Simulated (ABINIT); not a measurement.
# SnO2 (Cassiterite): changed settings of a GW run in ABINIT

What do changed inputs do to GW on SnO2 (Cassiterite)?

Main program and level: ABINIT 10.8.3; PBE and many-body steps on it, plane waves.

### Step 1. The starting structure

The structure is tetragonal, space group P4_2/mnm (No. 136). The conventional cell has a = 4.738 Å, b = 4.738 Å, c = 3.187 Å, α = 90.00°, β = 90.00°, γ = 90.00°. Nearest to Sn lie 6 O at 2.05 to 2.06 Å. Nearest to O lie 3 Sn at 2.05 to 2.06 Å. Farther neighbours and most contacts between anions are not listed.

The cell and positions come from the Crystallography Open Database and are kept as given unless a step says otherwise.

### Step 2. Screening, 4×4×4 mesh, 80 bands, screening to 122.5 eV

This step: ABINIT 10.8.3; RPA screening on PBE, plane waves, norm-conserving pseudopotentials.

The RPA dielectric matrix is built and inverted for each q.

run.abi

```
acell 3*1.0 Angstrom
rprim 
  4.738000000000 0.000000000000 0.000000000000
  0.000000000000 4.738000000000 0.000000000000
  0.000000000000 0.000000000000 3.186500000000
ntypat 2
znucl 50 8
natom 6
typat 1 1 2 2 2 2
xred 
  0.000000000000 0.000000000000 0.000000000000
  0.500000000000 0.500000000000 0.500000000000
  0.307100000000 0.307100000000 0.000000000000
  0.192900000000 0.807100000000 0.500000000000
  0.692900000000 0.692900000000 0.000000000000
  0.807100000000 0.192900000000 0.500000000000
pp_dirpath "pseudos"
pseudos "Sn.upf, O.upf"
ecut 36
ngkpt 4 4 4
nshiftk 1
shiftk 0 0 0
kptopt 1
chksymbreak 0
istwfk *1
occopt 1
irdwfk 1
optdriver 3
nband 80
ecuteps 4.5
inclvkb 2
awtr 1
symchi 1
indata_prefix "in"
outdata_prefix "out"
tmpdata_prefix "tmp"
```

Launch:

```sh
$ OMP_NUM_THREADS=1 mpirun -n 8 abinit run.abi > log
```

Log:

```text
.Version 10.8.3 of ABINIT. v10.8.2 released Aug 2026.

 Symmetries : space group P4_2/m n m (#136); Bravais tP (primitive tetrag.)
[... echo of the input left out ...]
== DATASET  1 ==================================================================
-   mpi_nproc: 8, omp_nthreads: 1 (-1 if OMP is not activated)

--- !DatasetInfo
iteration_state: {dtset: 1, }
dimensions: {natom: 6, nkpt: 18, mband: 80, nsppol: 1, nspinor: 1, nspden: 1, mpw: 5006, }
cutoff_energies: {ecut:  36.0, pawecutdg:  -1.0, }
electrons: {nelect:   5.20000000E+01, charge:   0.00000000E+00, occopt:   1.00000000E+00, tsmear:   1.00000000E-02, }

 SCREENING: Calculation of the susceptibility and dielectric matrices

 Based on a program developped by R.W. Godby, V. Olevano, G. Onida, and L. Reining.
 Incorporated in ABINIT by V. Olevano, G.-M. Rignanese, and M. Torrent.
.Using double precision arithmetic ; gwpc =  8

[... cell and pseudopotentials left out ...]
--------------------------------------------------------------------------------

 ==== K-mesh for the wavefunctions ====
 Number of points in the irreducible wedge :    18
[... list of points left out ...]
 Together with 16 symmetry operations and time-reversal symmetry
 yields    64 points in the full Brillouin Zone.

 ==== Q-mesh for the screening function ====
 Number of points in the irreducible wedge :    18
[... list of points left out ...]
 Together with 16 symmetry operations and time-reversal symmetry
 yields    64 points in the full Brillouin Zone.

 setmesh: FFT mesh size selected  =    36x   36x   24
          total number of points  =        31104

 vcoul_init : cutoff-mode = AUXILIARY_FUNCTION
 q-points for optical limit:   1
     1)      0.000010    0.000020    0.000030

- screening: taking advantage of time-reversal symmetry
- Maximum band index for partially occupied states nbvw = 26
- Remaining bands to be divided among processors   nbcw = 54
- Number of bands treated by each node ~6

 Number of electrons calculated from density =   52.0000; Expected =   52.0000
 average of density, n =  0.107722
 r_s =    1.3038
 omega_plasma =   31.6597 [eV]

 calculating chi0 at frequencies [eV] :
  1    0.000000E+00    0.000000E+00
  2    0.000000E+00    3.165971E+01

--------------------------------------------------------------------------------
  q-point number  1        q = ( 0.000000, 0.000000, 0.000000) [r.l.u.]
--------------------------------------------------------------------------------
[... chi0 elements left out ...]
 For q-point:  0.000010 0.000020 0.000030
  dielectric constant =   4.6043
  dielectric constant without local fields =   4.8087

  Average fulfillment of the sum rule on Im[epsilon] for q-point    1 :     43.41  [%]
[... wings left out ...]
  q-point number  2        q = ( 0.250000, 0.000000, 0.000000) [r.l.u.]
--------------------------------------------------------------------------------
[... chi0 elements left out ...]
  Average fulfillment of the sum rule on Im[epsilon] for q-point    2 :     62.74  [%]

 [... 16 further q-points ...]
```

The job ended after 1.8 min (8 MPI ranks of Intel Xeon Platinum 8488C (Sapphire Rapids), shared host; peak memory 3.5 GiB; 14 min of CPU time).

Numbers from this step:

| Item | Value |
| --- | --- |
| ε∞ with local fields, on this mesh, along the program's q direction | 4.604 |
| the same without local fields | 4.809 |
| plasma frequency | 31.66 eV |
| plane waves in the screening matrix | 217 |

Local fields lower ε∞ by 4 %. On a Γ-centred mesh this coarse the value itself is usually too large, while a short band sum pulls it down.

### Step 3. Base

The self-energy is evaluated for the states that the input lists, and the levels follow from it, in one-shot runs by the linearised quasiparticle equation.

This step: G0W0 on PBE, plane waves, norm-conserving pseudopotentials.

run.abi, as its differences from that of step 2:

```diff
@@ -27,8 +27,15 @@
 irdwfk 1
-optdriver 3
+optdriver 4
 nband 80
+gwcalctyp 0
+ecutsigx 36
+symsigma 1
+nkptgw 1
+kptgw 
+  0.0000000000 0.0000000000 0.0000000000
+bdgw 
+  24 28
 ecuteps 4.5
-inclvkb 2
-awtr 1
-symchi 1
+irdscr 1
+ppmodel 1
 indata_prefix "in"
```

Log:

```text
.Version 10.8.3 of ABINIT. v10.8.2 released Aug 2026.

 Symmetries : space group P4_2/m n m (#136); Bravais tP (primitive tetrag.)
[... echo of the input left out ...]
== DATASET  1 ==================================================================
-   mpi_nproc: 8, omp_nthreads: 1 (-1 if OMP is not activated)

--- !DatasetInfo
iteration_state: {dtset: 1, }
dimensions: {natom: 6, nkpt: 18, mband: 80, nsppol: 1, nspinor: 1, nspden: 1, mpw: 5006, }
cutoff_energies: {ecut:  36.0, pawecutdg:  -1.0, }
electrons: {nelect:   5.20000000E+01, charge:   0.00000000E+00, occopt:   1.00000000E+00, tsmear:   1.00000000E-02, }

 SIGMA: Calculation of the GW corrections

 Based on a program developped by R.W. Godby, V. Olevano, G. Onida, and L. Reining.
 Incorporated in ABINIT by V. Olevano, G.-M. Rignanese, and M. Torrent.
.Using double precision arithmetic ; gwpc =  8

[... cell and pseudopotentials left out ...]
--------------------------------------------------------------------------------

 ==== K-mesh for the wavefunctions ====
 Number of points in the irreducible wedge :    18
[... list of points left out ...]
 Together with 16 symmetry operations and time-reversal symmetry
 yields    64 points in the full Brillouin Zone.

 ==== Q-mesh for screening function ====
 Number of points in the irreducible wedge :    18
[... list of points left out ...]
 Together with 16 symmetry operations and time-reversal symmetry
 yields    64 points in the full Brillouin Zone.

 vcoul_init : cutoff-mode = AUXILIARY_FUNCTION
 q-points for optical limit:   1
     1)      0.000010    0.000020    0.000030
 setmesh: FFT mesh size selected  =    50x   50x   36
          total number of points  =        90000

 Number of electrons calculated from density =   52.0000; Expected =   52.0000
 average of density, n =  0.107722
 r_s =    1.3038
 omega_plasma =   31.6597 [eV]

 === KS Band Gaps ===
  >>>> For spin  1
   Minimum direct gap =   1.2652 [eV], located at k-point      :   0.0000  0.0000  0.0000
   Fundamental gap    =   1.2652 [eV], Top of valence bands at :   0.0000  0.0000  0.0000
                                       Bottom of conduction at :   0.0000  0.0000  0.0000
 SIGMA fundamental parameters:
 PLASMON POLE MODEL  1
 number of plane-waves for SigmaX                 4993
 number of plane-waves for SigmaC and W            217
 number of plane-waves for wavefunctions          4993
 number of bands                                    80
 number of independent spin polarizations            1
 number of spinorial components                      1
 number of k-points in IBZ                          18
 number of q-points in IBZ                          18
 number of symmetry operations                      16
 number of k-points in BZ                           64
 number of q-points in BZ                           64
 number of frequencies for dSigma/dE                 9
 frequency step for dSigma/dE [eV]                0.25
 number of omega for Sigma on real axis              0
 max omega for Sigma on real axis  [eV]           0.00
 zcut for avoiding poles [eV]                     0.10

 EPSILON^-1 parameters (SCR file):
 dimension of the eps^-1 matrix on file            217
 dimension of the eps^-1 matrix used               217
 number of plane-waves for wavefunctions          4993
 number of bands                                    80
 number of q-points in IBZ                          18
 number of frequencies                               2
 number of real frequencies                          1
 number of imag frequencies                          1

 matrix elements of self-energy operator (all in [eV])

 Perturbative Calculation

--- !SelfEnergy_ee
iteration_state: {dtset: 1, }
kpoint     : [   0.000,    0.000,    0.000, ]
spin       : 1
KS_gap     :    1.265
QP_gap     :    2.343
Delta_QP_KS:    1.078
data: !SigmaeeData |
     Band     E0 <VxcDFT>   SigX SigC(E0)      Z dSigC/dE  Sig(E)    E-E0       E
       24   3.962 -19.988 -25.514   5.236   0.790  -0.266 -20.217  -0.229   3.734
       25   3.962 -19.988 -25.514   5.236   0.790  -0.266 -20.217  -0.229   3.734
       26   4.708 -20.315 -26.203   5.585   0.789  -0.267 -20.554  -0.239   4.470
       27   5.973 -15.798 -12.309  -2.490   0.841  -0.188 -14.958   0.840   6.813
       28  10.834 -15.523  -9.990  -3.518   0.836  -0.196 -13.838   1.684  12.518

== END DATASET(S) ==============================================================
================================================================================

 -outvars: echo values of variables after computation  --------
           etotal      0.0000000000E+00
            nband          80
             nkpt          18
          spgroup         136
 [... the other variables as echoed above ...]

 Calculation completed.
```

It took 7.3 s on 8 MPI ranks; peak memory 1.9 GiB.

Numbers from this step:

```yaml
g0w0_gap_on_the_points_computed: 2.343 eV
starting_gap_on_the_mesh: 1.265 eV
k_of_the_valence_top: 0, 0, 0
k_of_the_conduction_bottom: 0, 0, 0
z_at_the_valence_top: 0.789
z_at_the_conduction_bottom: 0.841
least_direct_g0w0_gap_on_the_computed_points: 2.343 eV
```

The gap on the mesh goes from 1.27 eV to 2.34 eV, a correction of +1.08 eV.

### Step 4. Coulomb singularity

run.abi, as its differences from that of step 3:

```diff
@@ -40,2 +40,3 @@
 ppmodel 1
+gw_icutcoul 0
 indata_prefix "in"
```

Log:

```text
.Version 10.8.3 of ABINIT. v10.8.2 released Aug 2026.

 Symmetries : space group P4_2/m n m (#136); Bravais tP (primitive tetrag.)
[... echo of the input left out ...]
== DATASET  1 ==================================================================
-   mpi_nproc: 8, omp_nthreads: 1 (-1 if OMP is not activated)

--- !DatasetInfo
iteration_state: {dtset: 1, }
dimensions: {natom: 6, nkpt: 18, mband: 80, nsppol: 1, nspinor: 1, nspden: 1, mpw: 5006, }
cutoff_energies: {ecut:  36.0, pawecutdg:  -1.0, }
electrons: {nelect:   5.20000000E+01, charge:   0.00000000E+00, occopt:   1.00000000E+00, tsmear:   1.00000000E-02, }

 SIGMA: Calculation of the GW corrections

 Based on a program developped by R.W. Godby, V. Olevano, G. Onida, and L. Reining.
 Incorporated in ABINIT by V. Olevano, G.-M. Rignanese, and M. Torrent.
.Using double precision arithmetic ; gwpc =  8

[... cell and pseudopotentials left out ...]
--------------------------------------------------------------------------------

 ==== K-mesh for the wavefunctions ====
 Number of points in the irreducible wedge :    18
[... list of points left out ...]
 Together with 16 symmetry operations and time-reversal symmetry
 yields    64 points in the full Brillouin Zone.

 ==== Q-mesh for screening function ====
 Number of points in the irreducible wedge :    18
[... list of points left out ...]
 Together with 16 symmetry operations and time-reversal symmetry
 yields    64 points in the full Brillouin Zone.

 === Spherical cutoff ===

  Cutoff radius .........    19.4654 [Bohr]
  Volume of the sphere ..   30894.46 [Bohr^3]
 q-points for optical limit:   1
     1)      0.000010    0.000020    0.000030
 setmesh: FFT mesh size selected  =    50x   50x   36
          total number of points  =        90000

[...]
number of q-points in IBZ                          18
 number of symmetry operations                      16
 number of k-points in BZ                           64
 number of q-points in BZ                           64
 number of frequencies for dSigma/dE                 9
 frequency step for dSigma/dE [eV]                0.25
 number of omega for Sigma on real axis              0
 max omega for Sigma on real axis  [eV]           0.00
 zcut for avoiding poles [eV]                     0.10

 EPSILON^-1 parameters (SCR file):
 dimension of the eps^-1 matrix on file            217
 dimension of the eps^-1 matrix used               217
 number of plane-waves for wavefunctions          4993
 number of bands                                    80
 number of q-points in IBZ                          18
 number of frequencies                               2
 number of real frequencies                          1
 number of imag frequencies                          1

 matrix elements of self-energy operator (all in [eV])

 Perturbative Calculation

--- !SelfEnergy_ee
iteration_state: {dtset: 1, }
kpoint     : [   0.000,    0.000,    0.000, ]
spin       : 1
KS_gap     :    1.265
QP_gap     :    2.506
Delta_QP_KS:    1.241
data: !SigmaeeData |
     Band     E0 <VxcDFT>   SigX SigC(E0)      Z dSigC/dE  Sig(E)    E-E0       E
       24   3.962 -19.988 -25.514   4.978   0.798  -0.253 -20.425  -0.437   3.525
       25   3.962 -19.988 -25.514   4.978   0.798  -0.253 -20.425  -0.437   3.525
       26   4.708 -20.315 -26.275   5.355   0.797  -0.254 -20.798  -0.482   4.226
       27   5.973 -15.798 -12.293  -2.605   0.843  -0.186 -15.039   0.758   6.732
       28  10.834 -15.523  -9.899  -3.660   0.837  -0.195 -13.880   1.643  12.477

== END DATASET(S) ==============================================================
================================================================================

 -outvars: echo values of variables after computation  --------
           etotal      0.0000000000E+00
            nband          80
             nkpt          18
          spgroup         136
 [... the other variables as echoed above ...]

 Calculation completed.
```

The job ended after 7.9 s (8 MPI ranks; peak memory 1.9 GiB; 61 s of CPU time).

Numbers from this step:

* G0W0 gap on the points computed: 2.506 eV
* starting gap on the mesh: 1.265 eV
* k of the valence top: 0, 0, 0
* k of the conduction bottom: 0, 0, 0
* Z at the valence top: 0.797
* Z at the conduction bottom: 0.843
* least direct G0W0 gap on the computed points: 2.506 eV

Against G0W0 in ABINIT (4×4×4 mesh, 80 bands, screening to 122.5 eV, Godby-Needs plasmon pole), the gap moves by +0.163 eV.

### Step 5. The runs together

Times are wall times on 8 MPI ranks of Intel Xeon Platinum 8488C (Sapphire Rapids), shared host, good to a factor of about two. A run's time includes the screening step that it read.

```
                run   mesh  bands  screening cutoff (eV)  DFT gap (eV)  gap on the mesh (eV)  direct (eV)  ε∞ used     time
               base  4×4×4     80                  122.5         1.265                 2.343        2.343     4.60  1.9 min
Coulomb singularity  4×4×4     80                  122.5         1.265                 2.506        2.506     4.60  1.9 min
```

### Step 6. Summary of results

| Quantity | Value |
| --- | --- |
| base | 2.343 eV |
| Coulomb singularity | 2.506 eV |
| known limits | not at the basis limit; exchange with frozen shells missing; no spin-orbit coupling; coarse k mesh |

What this shows: Coulomb singularity: +0.163 eV against base (keys changed: gw_icutcoul). Bands and cutoff are finite, so the gap is not at the basis limit. The miss can reach some tenths of an eV and take either sign; the mesh is an error of its own. In the G0W0 runs levels were corrected at 1 k point alone, so a gap called «on the mesh» is the least over those, and an edge elsewhere would be missed. The 4×4×4 mesh is coarse for this cell, which bears on the long-range parts of exchange and screening. The norm-conserving file of at least one element keeps a d shell over frozen s and p shells of the same row. Exchange with those shells is missing from the self-energy, an error of 0.3 to 0.9 eV in cases checked, whose sign depends on which edge lies on those atoms. The many-body steps are scalar-relativistic: spin-orbit coupling is not in them.

[Paths, hosts, dates, memory and timing lines, banners, echoed tables and standing remarks are left out of the program output.]

[Logs are printed without paths, hosts, clocks, repeated set-up lines and the standing remarks that a program may print on its own settings, such as how far it seeks lower states.]

[Runs of the session that timed out or met a known fault of the program may be left out.]

[Hosts, paths, dates, database ids (printed as entryN), source tags and the programs' standing remarks are cut or masked in the printed files.]

[G0W0 gaps are taken among the corrected bands and points alone; a level outside them can change the order at an edge.]

[Where Ansatz stands beside ABINIT at settings called matched, ABINIT's density can come from a denser mesh and the files from another edition; pairs whose starting gaps differed by over 0.03 eV were left out, so agreement reads better than it is.]
